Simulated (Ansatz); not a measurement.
# Mg (P6_3/mmc, 2 atoms in the cell): zone-centre modes under pressure

Aim: how do the optical modes of Mg (P6_3/mmc, 2 atoms in the cell) move with volume?

Main program and level: Ansatz 0.2.0; DFT LDA, scalar-relativistic, plane waves, PAW; PAW set soft_1.

### Step 1. The starting structure

It takes space group P6_3/mmc (No. 194, hexagonal). Conventional cell: a = 3.209 Å, b = 3.209 Å, c = 5.210 Å, α = 90.00°, β = 90.00°, γ = 120.00°. Nearest to Mg lie 12 Mg at 3.20 to 3.21 Å.

### Step 2. Relaxation

Harmonic phonons are second derivatives at a point where the forces vanish, and they are wanted at zero stress, so atoms and cell are relaxed first.

input.yaml

```yaml
crystal:
  lattice:
    - [3.2093, 0.0, 0.0]
    - [-1.60465, 2.7793353284, 0.0]
    - [0.0, 0.0, 5.2103]
  atoms:
    - { symbol: Mg, position: [0.33333333, 0.66666667, 0.25] }
    - { symbol: Mg, position: [0.66666667, 0.33333333, 0.75] }
kpoints:
  mp_grid: { grid: [15, 15, 8] }
hamiltonian:
  xc: lda
  pseudopotentials: { kind: paw, azcp: { folder: soft_1 }, xc_functional: pbe }
scf:
  occupations: { method: gaussian, width: 0.1 }
output:
  forces: true
  stress: true
  eigenvalues: true
relax:
  adjacent_minimum: "off"
  f_tol: 0.005
  max_steps: 80
  cell: { stress_tol: 0.05 }
```

The run is started by

```bash
ansatz run input.yaml --threads 4 --pin off --max-ram 10240MiB --backend cpu --events-out ev --progress --plain --runs-dir out
```

Numbers of over 12 decimals in the logs are rounded to 6 here.

The log of the run:

```text
Engine: ansatz 0.2.0, aarch64-unknown-linux-gnu
Pseudopotentials: kind: paw
Pseudopotential: Mg, paw, valence charge 10, recommended cutoff 420 eV (normal), soft_1/Mg.paw.azcp
Functional definition: SPW92
  exchange = slater_x
  correlation = pw_c
Crystal: 2 atoms, lattice volume = 46.474 Å³
Basis set: ecut = 420 eV, 941 PW (Γ)
Bands: 14, of which v1, the nominal top of the filled ones, is band 10 counted from 1 (9 counted from 0)
Symmetry: 24 space group operations
Space group: P63/mmc (ITA 194), of the structure as read, at distance tolerance 3.6e-5 Å
k-points: 135 of 1800
Non-local potential: Mg, projectors of the file, l = 0: 3, l = 1: 2, l = 2: 1
PAW form: soft (Blöchl's): semilocal exchange-correlation on the pseudo side does not see the compensation charge
PAW frozen core: Mg, regenerated for the run's functional, and the local potential with it (the file was generated under x = pbe(κ = 0.804, μ = 0.219515), c = pbe(β = 0.066725))
PAW one-centre angular grid: Mg, 110 points (default); XC on 64 Gauss nodes
Initial density: superposition of atomic densities (chi_scale 0.1, normalization cell)
Initial wavefunctions: pseudopotential atomic-orbital guess
Functional: x = slater, c = lda
SCF iter   1: F=—  HF=-3803.228599 eV  |F-HF|=—  |Δ(HF+E_count)|=         —  Δρ=1.42e-2  dr2=1.10e-1  ethr=3.10e-3  ⟨swp⟩=5.2  Hψ=9884  notcnv=0
preconditioner: auto → none  [metal: Δε(μ)=0.056 eV  Ē_g=6.839 eV  σ=0.100 eV  W_gap=0.30  n_scr=8 (ndim 8)  ℏωp=10.9 eV  f_vac=0.000  D(μ)=1.04/eV (n_scr^D=2)  sad-step TF]
SCF iter   2: F=—  HF=-3803.201224 eV  |F-HF|=—  |Δ(HF+E_count)|=   2.74e-2  Δρ=9.04e-3  dr2=5.13e-2  ethr=5.48e-4  ⟨swp⟩=2.0  Hψ=3414  notcnv=0  defer=1
SCF iter   3: F=—  HF=-3803.182050 eV  |F-HF|=—  |Δ(HF+E_count)|=   1.92e-2  Δρ=9.01e-4  dr2=5.12e-4  ethr=2.56e-4  ⟨swp⟩=3.0  Hψ=3335  notcnv=0  defer=1
SCF iter   4: F=—  HF=-3803.182024 eV  |F-HF|=—  |Δ(HF+E_count)|=   2.61e-5  Δρ=1.20e-4  dr2=1.71e-6  ethr=2.56e-6  ⟨swp⟩=3.0  Hψ=3276  notcnv=0  defer=1
SCF iter   5: F=—  HF=-3803.182032 eV  |F-HF|=—  |Δ(HF+E_count)|=   7.42e-6  Δρ=3.10e-6  dr2=2.70e-9  ethr=5.00e-10  ⟨swp⟩=7.0  Hψ=9492  notcnv=0
SCF iter   6: F=-3803.182032 eV  HF=-3803.182032 eV  |F-HF|=2.73e-12  |Δ(HF+E_count)|=   6.34e-9  Δρ=1.06e-7  dr2=2.67e-12  ethr=1.35e-11  ⟨swp⟩=1.2  Hψ=5713  notcnv=0
SCF 1 converged in 6 iterations: F = -3803.182032 eV  dr2 = 2.67e-12
  greatest PAW one-centre occupation: 1.000 electrons in one spin orbital (limit 2), on the Mg atom at site 1 (counted from 0), in its partial waves of l = 0
relax step   1: F+E_penalty+E_count = -3803.18203174 eV  Δ(F+E_penalty+E_count) = +0.000e0 eV  max|allowed force component| = 2.313e-17 eV/Å  Δτ_max = 0.0000 Å  P = -2.496 GPa  Ω = 46.474 Å³  (6 SCF iters, dr2 threshold 1.00e-7 eV, accepted)
Crystal: 2 atoms, lattice volume = 43.893 Å³
Basis set: ecut = 420 eV, 845 PW (Γ)
Initial density: handed on by an earlier stage of this run
Initial wavefunctions: those handed on with the density
iter 1 solved again at ethr=1.13e-6 eV; its pass at ethr=3.10e-3 eV (dr2=2.26e-4 eV) is discarded
SCF iter   1: F=—  HF=-3803.209062 eV  |F-HF|=—  |Δ(HF+E_count)|=         —  Δρ=7.67e-4  dr2=2.28e-4  ethr=1.13e-6  ⟨swp⟩=2.6  Hψ=15023  notcnv=0
preconditioner: auto → none  [metal: Δε(μ)=0.018 eV  Ē_g=7.069 eV  σ=0.100 eV  W_gap=0.10  n_scr=8 (ndim 8)  ℏωp=11.2 eV  f_vac=0.000  D(μ)=0.94/eV (n_scr^D=2)]
SCF iter   2: F=—  HF=-3803.208847 eV  |F-HF|=—  |Δ(HF+E_count)|=   2.14e-4  Δρ=3.43e-4  dr2=4.57e-5  ethr=1.13e-6  ⟨swp⟩=1.0  Hψ=1890  notcnv=0
SCF iter   3: F=—  HF=-3803.208782 eV  |F-HF|=—  |Δ(HF+E_count)|=   6.54e-5  Δρ=2.07e-5  dr2=8.95e-8  ethr=1.00e-9  ⟨swp⟩=5.3  Hψ=10332  notcnv=0
SCF iter   4: F=-3803.208782 eV  HF=-3803.208782 eV  |F-HF|=7.93e-10  |Δ(HF+E_count)|=   8.62e-8  Δρ=1.55e-6  dr2=5.93e-10  ethr=4.48e-10  ⟨swp⟩=2.1  Hψ=6777  notcnv=0
SCF 2 converged in 4 iterations: F = -3803.208782 eV  dr2 = 5.93e-10
  greatest PAW one-centre occupation: 1.000 electrons in one spin orbital (limit 2), on the Mg atom at site 1 (counted from 0), in its partial waves of l = 1
relax step   2: F+E_penalty+E_count = -3803.20878196 eV  Δ(F+E_penalty+E_count) = -2.675e-2 eV  max|allowed force component| = 3.932e-17 eV/Å  Δτ_max = 0.0000 Å  P = -0.610 GPa  Ω = 43.893 Å³  energy of the carried Pulay correction = +1.008e-4 eV  (4 SCF iters, dr2 threshold 2.00e-7 eV, accepted)
Crystal: 2 atoms, lattice volume = 43.104 Å³
iter 1 solved again at ethr=1.83e-7 eV; its pass at ethr=3.10e-3 eV (dr2=3.65e-5 eV) is discarded
SCF iter   1: F=—  HF=-3803.210358 eV  |F-HF|=—  |Δ(HF+E_count)|=         —  Δρ=2.87e-4  dr2=3.35e-5  ethr=1.83e-7  ⟨swp⟩=2.9  Hψ=14533  notcnv=0
preconditioner: auto → none  [metal: Δε(μ)=0.034 eV  Ē_g=7.143 eV  σ=0.100 eV  W_gap=0.19  n_scr=8 (ndim 8)  ℏωp=11.3 eV  f_vac=0.000  D(μ)=0.94/eV (n_scr^D=2)]
SCF iter   2: F=—  HF=-3803.210331 eV  |F-HF|=—  |Δ(HF+E_count)|=   2.66e-5  Δρ=1.28e-4  dr2=6.59e-6  ethr=1.67e-7  ⟨swp⟩=1.0  Hψ=1890  notcnv=0
SCF iter   3: F=-3803.210323 eV  HF=-3803.210323 eV  |F-HF|=1.03e-8  |Δ(HF+E_count)|=   7.87e-6  Δρ=6.51e-6  dr2=8.63e-9  ethr=1.00e-9  ⟨swp⟩=4.5  Hψ=9536  notcnv=0
SCF 3 converged in 3 iterations: F = -3803.210323 eV  dr2 = 8.63e-9
relax step   3: F+E_penalty+E_count = -3803.21032311 eV  Δ(F+E_penalty+E_count) = -1.541e-3 eV  max|allowed force component| = 4.395e-17 eV/Å  Δτ_max = 0.0000 Å  P = +0.093 GPa  Ω = 43.104 Å³  energy of the carried Pulay correction = +1.332e-4 eV  (3 SCF iters, dr2 threshold 2.00e-7 eV, accepted)
[...]
relax step   4: F+E_penalty+E_count = -3803.21034811 eV  Δ(F+E_penalty+E_count) = -2.501e-5 eV  max|allowed force component| = 4.857e-17 eV/Å  Δτ_max = 0.0000 Å  P = +0.000 GPa  Ω = 43.204 Å³  energy of the carried Pulay correction = +1.291e-4 eV  (3 SCF iters, dr2 threshold 2.21e-8 eV, accepted)
Initial wavefunctions: pseudopotential atomic-orbital guess (no wavefunctions were taken with the density)
iter 1 solved again at ethr=1.76e-8 eV; its pass at ethr=3.10e-3 eV (dr2=3.51e-6 eV) is discarded
SCF iter   1: F=—  HF=-3803.210232 eV  |F-HF|=—  |Δ(HF+E_count)|=         —  Δρ=2.15e-5  dr2=3.28e-8  ethr=1.76e-8  ⟨swp⟩=3.5  Hψ=15905  notcnv=0
SCF iter   2: F=—  HF=-3803.210230 eV  |F-HF|=—  |Δ(HF+E_count)|=   1.90e-6  Δρ=8.65e-6  dr2=4.52e-9  ethr=1.64e-10  ⟨swp⟩=2.0  Hψ=3072  notcnv=0
SCF iter   3: F=—  HF=-3803.210230 eV  |F-HF|=—  |Δ(HF+E_count)|=   7.13e-9  Δρ=1.96e-6  dr2=2.25e-10  ethr=2.26e-11  ⟨swp⟩=2.8  Hψ=3438  notcnv=0
SCF iter   4: F=-3803.210230 eV  HF=-3803.210230 eV  |F-HF|=1.36e-12  |Δ(HF+E_count)|=  6.13e-10  Δρ=5.73e-8  dr2=5.63e-13  ethr=1.00e-12  ⟨swp⟩=6.4  Hψ=7864  notcnv=0
SCF 5 converged in 4 iterations: F = -3803.210230 eV  dr2 = 5.63e-13
relax step   5: F+E_penalty+E_count = -3803.21023036 eV  Δ(F+E_penalty+E_count) = +1.178e-4 eV  max|allowed force component| = 5.089e-17 eV/Å  Δτ_max = 0.0000 Å  P = +0.000 GPa  Ω = 43.204 Å³  stress off target by 8.09e-3 GPa  SCF on the basis re-selected at this cell (its energy is not comparable with the rows above)  (4 SCF iters)
basis re-selected at this cell: Δ(F+E_penalty+E_count) = +1.178e-4 eV, ΔP = -0.000 GPa vs the last step (what re-selecting the basis moved, of the pressure what is left beyond the Pulay correction that the steps carried, after the strain that the cell walked since its last selection, with what the two solves' SCF thresholds leave and, on support functions, any second-order correction that the steps lacked; it is no m [...]
SCF converged after 4 iterations
Free energy (F): -3803.210230 eV
Harris-Foulkes:  -3803.210230 eV  (|F-HF|=1.36e-12)
Internal energy: -3803.205522 eV  (E = F + TS)
E sigma→0 (E₀):  -3803.207876 eV
Entropy (-TS):   -0.004708 eV (-2.354 meV/atom)
Fermi energy:    5.919534 eV
--- Per-component energies (eV) ---
  E_band       = -706.072037
  E_kinetic    = 139.861652
  E_local      = -3378.981455  (includes V_loc(G=0)·N_el)
  E_nonlocal   = 392.052041
  E_hartree    = 1148.736585
  E_xc         = -52.022775
  E_vxc        = -67.581549  (∫ρ·V_xc dr)
  E_paw        = -559.958242  (= ΣΔE_a)
  E_vpaw       = -88.895641  (= ΣTr[D̂ρ^β])
  E_aug_tail   = -0.000266  (compensation charges beyond the density's cutoff)
  E_ewald      = -1493.194022
  E_core_change = 0.300959  (= ΣΔE_core)
  E_smearing   = -0.004708  (= −TS)
  E_closure    = 0.000000  (closes the sum)
  Σ components = -3803.210230   (vs F -3803.210230, Δ=0.00e0)
--- Forces (eV/Å), atoms counted from 1 ---
  atom   1  Mg     0.00000000     0.00000000     0.00000000
  atom   2  Mg    -0.00000000    -0.00000000     0.00000000
  max |Σ_I F_I| component: 0.00e0 eV/Å
--- Stress (GPa, compression-positive) ---
        0.004409      -0.000000       0.000000
        0.000000       0.004409       0.000000
        0.000000       0.000000      -0.008087
  P = ⅓ Tr σ = 0.0002 GPa (0.002 kbar)
--- Band table (eV; the first three rows and the last of 135) ---
  k-point 0: bands = [... 6 lower, -36.7405, -36.7405, -1.2589, 4.2543, 4.7808, 17.0092, 17.0092, 17.1428]
  k-point 1: bands = [... 6 lower, -36.7408, -36.7408, -1.1658, 3.1711, 6.0215, 17.0808, 17.0808, 17.2027]
  k-point 2: bands = [... 6 lower, -36.7415, -36.7415, -0.8871, 2.0237, 7.6413, 15.4580, 17.2868, 17.2868]
  k-point 134: bands = [... 6 lower, -36.7486, -36.7486, 6.0894, 6.0894, 6.5852, 6.5852, 7.5060, 7.5060]
--- Relaxed structure (4 steps of the walk, 4 accepted, 1 SCFs on fresh bases) ---
  F+E_penalty+E_count = -3803.21023036 eV   max|allowed force component| = 5.089e-17 eV/Å   (the final SCF, on the basis selected at the relaxed cell)
  cell:  # Å, volume = 43.2040 Å³
    - [3.146573, 0.0, 0.0]
    - [-1.573286, 2.725012, 0.0]
    - [0.0, 0.0, 5.038689]
  atoms:
    - { symbol: Mg, position: [0.333333, 0.666667, 0.25] }
    - { symbol: Mg, position: [0.666667, 0.333333, 0.750000] }
```

Run time: 5.3 s. Hardware: 4 threads of Arm Neoverse V1, shared host; peak memory 0.36 GiB; 20 s of CPU time.

Relaxation path:

| step | energy less that of the first step (eV) | largest force component (eV/Å) | pressure (GPa) | volume (Å³) |
| --- | --- | --- | --- | --- |
| 1 | 0.0000 | 0.0000 | -2.50 | 46.47 |
| 2 | -0.0267 | 0.0000 | -0.61 | 43.89 |
| 3 | -0.0283 | 0.0000 | 0.09 | 43.10 |
| 4 | -0.0283 | 0.0000 | 0.00 | 43.20 |
| 5* | -0.0282 | 0.0000 | 0.00 | 43.20 |

Relaxation steps marked * repeat the geometry before them on a plane-wave basis chosen anew for their cell, so energy and pressure can jump there.

The run keeps the 24 symmetry operations that it works with, so distortions that break them were not tested.

| conventional cell, symmetrised | before | after | change |
| --- | --- | --- | --- |
| a (Å) | 3.209 | 3.147 | -2.0 % |
| b (Å) | 3.209 | 3.147 | -2.0 % |
| c (Å) | 5.210 | 5.039 | -3.3 % |
| volume (Å³/atom) | 23.24 | 21.60 | -7.0 % |

Final coordinates:

```
Mg
1.0
     3.14657    0.00000    0.00000
    -1.57329    2.72501    0.00000
     0.00000    0.00000    5.03869
Mg
2
Direct
  0.33333 0.66667 0.25000
  0.66667 0.33333 0.75000
```

This step gave:

```yaml
pressure: 2.44e-4 GPa
volume_per_atom: 21.60 Å³
gap_on_the_k_mesh: 0 eV
```

In this step the volume went from 23.24 to 21.60 Å³/atom.

### Step 3. Tight relaxation

Phonons need small forces and stress, so the relaxation is finished with tight tolerances on 15×15×8 k points.

input.yaml, the sections that differ from step 2:

```yaml
crystal:
  lattice:
    - [3.1465729439, 0.0, 0.0]
    - [-1.573286472, 2.7250121043, 0.0]
    - [0.0, 0.0, 5.0386890166]
  atoms:
    - { symbol: Mg, position: [0.3333333333, 0.6666666667, 0.25] }
    - { symbol: Mg, position: [0.6666666667, 0.3333333333, 0.75] }
scf:
  occupations: { method: methfessel_paxton, width: 0.2 }
output:
  forces: true
  stress: true
  eigenvalues: true
  write_density: true
  write_potential: true
  elf: true
  volumetric_format: npy
relax:
  adjacent_minimum: "off"
  f_tol: 0.001
  max_steps: 60
  cell: { stress_tol: 0.01 }
# kpoints, hamiltonian: as in step 2
```

The log of the run:

```text
[...]
Crystal: 2 atoms, lattice volume = 43.204 Å³
Basis set: ecut = 420 eV, 845 PW (Γ)
Bands: 14, of which v1, the nominal top of the filled ones, is band 10 counted from 1 (9 counted from 0)
Symmetry: 24 space group operations
[...]
k-points: 135 of 1800
[...]
k-point 134: bands = [... 6 lower, -36.7480, -36.7480, 6.0847, 6.0847, 6.5835, 6.5835, 7.4992, 7.4992]
--- Relaxed structure (3 steps of the walk, 3 accepted, 1 SCFs on fresh bases) ---
[...]
cell:  # Å, volume = 43.2010 Å³
    - [3.148685, 2.8886837451294494e-11, 0.0]
    - [-1.574342, 2.726841, 0.0]
    - [0.0, 0.0, 5.031584]
  atoms:
    - { symbol: Mg, position: [0.333333, 0.666667, 0.25] }
    - { symbol: Mg, position: [0.666667, 0.333333, 0.750000] }
[key lines of the parts left out:]
SCF converged after 4 iterations
Free energy (F): -3803.208489 eV
Fermi energy:    5.916512 eV
P = ⅓ Tr σ = -0.0013 GPa (-0.013 kbar)
```

It took 4.2 s on 4 threads; peak memory 0.36 GiB; 16 s of CPU time.

Relaxation path:

| step | energy less that of the first step (eV) | largest force component (eV/Å) | pressure (GPa) | volume (Å³) |
| --- | --- | --- | --- | --- |
| 1 | 0.0000 | 0.0000 | -0.01 | 43.20 |
| 2 | 0.0000 | 0.0000 | 0.00 | 43.20 |
| 3 | 0.0000 | 0.0000 | 0.00 | 43.20 |
| 4* | 0.0000 | 0.0000 | 0.00 | 43.20 |

Relaxation steps marked * repeat the geometry before them on a plane-wave basis chosen anew for their cell, so energy and pressure can jump there.

Forces are held to the 24 operations that the run works with; a distortion that breaks them can't arise in this run.

| conventional cell, symmetrised | before | after | change |
| --- | --- | --- | --- |
| a (Å) | 3.147 | 3.149 | +0.1 % |
| b (Å) | 3.147 | 3.149 | +0.1 % |
| c (Å) | 5.039 | 5.032 | -0.1 % |
| volume (Å³/atom) | 21.60 | 21.60 | -0.0 % |

Final coordinates:

```xyz
2
Lattice="3.1487 0.0000 0.0000 -1.5743 2.7268 0.0000 0.0000 0.0000 5.0316" Properties=species:S:1:pos:R:3 pbc="T T T"
Mg    0.0000    1.8179    1.2579
Mg    1.5743    0.9089    3.7737
```

This step gave:

```yaml
pressure: -0.001299 GPa
```

Valence density in the ac plane at fractional y = 0.333, with atoms of Mg within 0.2 Å of it. It is the smooth field of the valence electrons, not physical close to the nuclei.

Values in e/Å³, 22 rows by 16 columns, each cell a mean:
```
 0  0  0  0  0  0  0  0  0  0  0  0  0  0  0  0
 0  0  0  0  0  0  0  0  0  0  0  0  0  0  0  0
 0  0  0  0  0  0  0  0  0  1  2  2  1  0  0  0
 0  0  0  0  0  0  0  0  1  5 10 11  7  2  0  0
 0  0  0  0  0  0  0  0  3 12 22 24 15  5  1  0
 0  0  0  0  0  0  0  0  3 13 23 25 16  5  1  0
 0  0  0  0  0  0  0  0  1  6 12 13  8  2  0  0
 0  0  0  0  0  0  0  0  0  1  3  3  2  1  0  0
 0  0  0  0  0  0  0  0  0  0  0  0  0  0  0  0
 0  0  0  0  0  0  0  0  0  0  0  0  0  0  0  0
 0  0  0  0  0  0  0  0  0  0  0  0  0  0  0  0
 0  0  0  0  0  0  0  0  0  0  0  0  0  0  0  0
 0  0  0  0  0  0  0  0  0  0  0  0  0  0  0  0
 0  0  0  0  0  0  0  0  0  0  0  0  0  0  0  0
 0  0  0  0  0  0  0  0  0  0  0  0  0  0  0  0
 0  0  0  0  0  0  0  0  0  0  0  0  0  0  0  0
 0  0  0  0  0  0  0  0  0  0  0  0  0  0  0  0
 0  0  0  0  0  0  0  0  0  0  0  0  0  0  0  0
 0  0  0  0  0  0  0  0  0  0  0  0  0  0  0  0
 0  0  0  0  0  0  0  0  0  0  0  0  0  0  0  0
 0  0  0  0  0  0  0  0  0  0  0  0  0  0  0  0
 0  0  0  0  0  0  0  0  0  0  0  0  0  0  0  0
```
Columns run along a (3.1 Å), rows up along c (5.0 Å). Atoms in or near the plane, at fractional coordinates: Mg at (0.67, 0.75).

Electrostatic potential energy in the ac plane at fractional y = 0.333, with atoms of Mg within 0.2 Å of it. With pseudopotentials it is smooth inside the atoms' cores, unlike the true potential.

Values in eV, 22 rows by 16 columns, each cell a mean:
```
  7   7   8   8   7   7   6   5   3   2   1   1   2   3   4   6
  6   7   7   8   7   6   4   2  -1  -5  -9 -10  -7  -2   1   4
  4   6   7   7   6   5   2  -2 -11 -25 -35 -37 -29 -16  -4   1
  3   5   6   7   6   4   0  -9 -29 -53 -63 -64 -59 -37 -14  -2
  2   5   6   6   5   3  -2 -16 -44 -68 -70 -70 -70 -54 -24  -5
  2   5   6   6   5   3  -2 -17 -46 -69 -70 -70 -70 -56 -25  -5
  3   5   6   7   6   4   0 -10 -32 -57 -65 -66 -64 -40 -16  -2
  4   6   7   7   6   5   2  -3 -14 -29 -40 -42 -33 -18  -5   1
  5   7   7   7   7   6   4   2  -2  -7 -12 -13  -9  -3   1   3
  6   7   8   8   7   7   6   4   3   2   0   0   1   3   4   5
  7   7   7   7   7   7   7   6   5   5   5   4   5   5   6   6
  7   6   6   6   6   6   7   7   7   7   7   7   7   7   7   7
  6   5   4   4   5   5   6   7   7   7   8   8   8   7   7   6
  4   3   2   2   3   4   5   6   7   7   8   8   8   7   6   5
  3   1   0   0   0   2   4   5   6   7   8   8   8   7   6   4
  2   0  -2  -3  -2   1   3   5   6   7   8   8   7   7   5   4
  2   0  -2  -3  -2   1   3   5   6   7   8   8   7   7   5   4
  3   1   0  -1   0   2   4   5   6   7   8   8   7   7   6   4
  4   3   2   2   2   3   5   6   7   7   8   8   8   7   6   5
  5   5   4   4   4   5   6   7   7   7   8   8   8   7   7   6
  6   6   6   6   6   6   7   7   7   7   7   7   7   7   7   7
  7   7   7   7   7   7   7   6   6   5   5   5   5   6   6   7
```
Columns run along a (3.1 Å; values clipped at the 3rd and 97th percentile), rows up along c (5.0 Å). Atoms in or near the plane, at fractional coordinates: Mg at (0.67, 0.75).

ELF in the ac plane at fractional y = 0.333, with atoms of Mg within 0.2 Å of it. It is the smooth field of the valence electrons, not physical close to the nuclei.

Values, 22 rows by 16 columns, each cell a mean:
```
0.51 0.53 0.53 0.53 0.53 0.52 0.47 0.37 0.25 0.16 0.13 0.12 0.15 0.21 0.33 0.44
0.42 0.51 0.54 0.54 0.53 0.46 0.32 0.16 0.08 0.08 0.10 0.11 0.09 0.07 0.12 0.26
0.29 0.47 0.55 0.55 0.51 0.36 0.16 0.07 0.12 0.22 0.28 0.29 0.25 0.15 0.07 0.11
0.18 0.42 0.54 0.55 0.48 0.26 0.08 0.10 0.26 0.34 0.30 0.29 0.33 0.31 0.14 0.06
0.13 0.37 0.54 0.55 0.45 0.20 0.06 0.16 0.34 0.29 0.16 0.14 0.24 0.36 0.22 0.06
0.12 0.37 0.54 0.55 0.44 0.19 0.06 0.17 0.35 0.28 0.14 0.12 0.23 0.36 0.23 0.06
0.17 0.41 0.54 0.55 0.47 0.25 0.07 0.11 0.28 0.34 0.28 0.27 0.33 0.33 0.15 0.06
0.27 0.47 0.55 0.55 0.51 0.35 0.14 0.07 0.13 0.25 0.31 0.31 0.28 0.17 0.07 0.10
0.41 0.51 0.54 0.55 0.53 0.45 0.29 0.14 0.08 0.09 0.12 0.13 0.10 0.07 0.10 0.23
0.50 0.53 0.53 0.53 0.53 0.51 0.45 0.34 0.22 0.14 0.11 0.11 0.13 0.19 0.30 0.42
0.53 0.52 0.51 0.51 0.52 0.53 0.53 0.51 0.47 0.41 0.37 0.36 0.39 0.45 0.50 0.53
0.51 0.46 0.43 0.42 0.45 0.49 0.53 0.57 0.59 0.59 0.59 0.59 0.59 0.59 0.58 0.55
0.42 0.34 0.28 0.28 0.31 0.39 0.48 0.56 0.61 0.63 0.64 0.64 0.64 0.62 0.58 0.51
0.29 0.19 0.14 0.14 0.17 0.25 0.38 0.51 0.60 0.64 0.66 0.66 0.65 0.62 0.56 0.44
0.18 0.10 0.08 0.08 0.10 0.16 0.28 0.45 0.58 0.65 0.67 0.67 0.66 0.62 0.52 0.34
0.12 0.07 0.06 0.07 0.08 0.12 0.23 0.41 0.57 0.65 0.68 0.68 0.67 0.61 0.49 0.27
0.12 0.07 0.06 0.07 0.08 0.11 0.22 0.40 0.56 0.65 0.68 0.68 0.67 0.61 0.48 0.27
0.16 0.09 0.07 0.08 0.09 0.15 0.27 0.44 0.58 0.65 0.67 0.67 0.66 0.62 0.51 0.33
0.27 0.17 0.13 0.13 0.16 0.24 0.36 0.50 0.60 0.64 0.66 0.66 0.65 0.62 0.55 0.42
0.41 0.31 0.26 0.25 0.29 0.37 0.46 0.55 0.61 0.63 0.64 0.64 0.64 0.62 0.58 0.51
0.50 0.45 0.41 0.40 0.43 0.48 0.53 0.57 0.59 0.60 0.60 0.60 0.60 0.59 0.58 0.55
0.53 0.51 0.50 0.49 0.50 0.52 0.54 0.54 0.51 0.47 0.44 0.43 0.46 0.50 0.53 0.54
```
Columns run along a (3.1 Å), rows up along c (5.0 Å). Atoms in or near the plane, at fractional coordinates: Mg at (0.67, 0.75).

The forces vanish by symmetry and the pressure is -0.001 GPa, within the tolerances set. The cell now holds 21.60 Å³/atom.

[end of part 1 of 2]

[Logs are printed without paths, hosts, clocks, repeated set-up lines and the standing remarks that a program may print on its own settings, such as how far it seeks lower states.]

[Hosts, paths, dates, database ids (printed as entryN), source tags and the programs' standing remarks are cut or masked in the printed files.]
